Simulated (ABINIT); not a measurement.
Entries from a set of simulations; values are calculated unless marked as measured.

```
! title: Cs2AgBiBr6 (Fm-3m): G0W0 with ABINIT, start to end
! method: RPA screening on PBE, plane waves, norm-conserving pseudopotentials (and 2 further levels or steps)
! program: ABINIT 10.8.3
! settings: cutoff 39 Ha, PseudoDojo scalar-relativistic 0.4 stringent, norm-conserving, ngkpt (2, 2, 2), nband 284, ecuteps 3.2 Ha, inclvkb 2, shiftk (0, 0, 0), symchi 1, awtr 1, frequency ppm, 2×2×2 k-mesh
! cost: 5 runs, 54 min in all on 24 MPI ranks of Arm Neoverse N1, shared host
! notes: The database entry behind the starting cell differs from other determinations. The program’s warnings: nproc spkpt=  >= nkpt= * nsppol=. The cell and positions come from the Crystallography Open Database and are kept as given unless a step says otherwise. Limits: d shell near the gap, gap tends to lie low; no spin-orbit coupling. The 2×2×2 mesh is coarse for this cell, which bears on the long-range parts of exchange and screening.
! PBE gap: 1.27 eV, indirect
! G0W0 gap on the mesh: 2.86 eV
! GW settings: 2×2×2 mesh, 284 bands, screening to 87.1 eV, Godby-Needs plasmon pole
! known limits: short of the basis limit; d shell near the gap, gap tends to lie low; no spin-orbit coupling; coarse k mesh
CELL_PARAMETERS angstrom
0.00000 5.61610 5.61610
5.61610 0.00000 5.61610
5.61610 5.61610 0.00000
ATOMIC_POSITIONS crystal
Cs 0.25000 0.25000 0.25000
Cs 0.75000 0.75000 0.75000
Ag 0.50000 0.50000 0.50000
Bi 0.00000 0.00000 0.00000
Br 0.25055 0.74945 0.25055
Br 0.25055 0.74945 0.74945
Br 0.74945 0.25055 0.74945
Br 0.74945 0.25055 0.25055
Br 0.25055 0.25055 0.74945
Br 0.74945 0.74945 0.25055
```

[Long decimals in the printed logs are rounded to 6 places.]

[Logs are printed without paths, hosts, clocks, repeated set-up lines and the standing remarks that a program may print on its own settings, such as how far it seeks lower states.]

[Paths, hosts, dates, memory and timing lines, banners, echoed tables and standing remarks are left out of the program output; an Ansatz launch command may be rebuilt from the run's recorded settings. Measured values are a selection of at most five: reports struck by readers or far from the other reports are left out. None is set beside runs whose start may be inverted or whose files or cutoffs have a known fault.]

[Runs of the session that timed out or met a known fault of the program may be left out.]

[Hosts, paths, dates, database ids (printed as entryN), source tags and the programs' standing remarks are cut or masked in the printed files.]

[G0W0 gaps are taken among the corrected bands and points alone; a level outside them can change the order at an edge.]

[Where Ansatz stands beside ABINIT at settings called matched, ABINIT's density can come from a denser mesh and the files from another edition; pairs whose starting gaps differed by over 0.03 eV were left out, so agreement reads better than it is.]
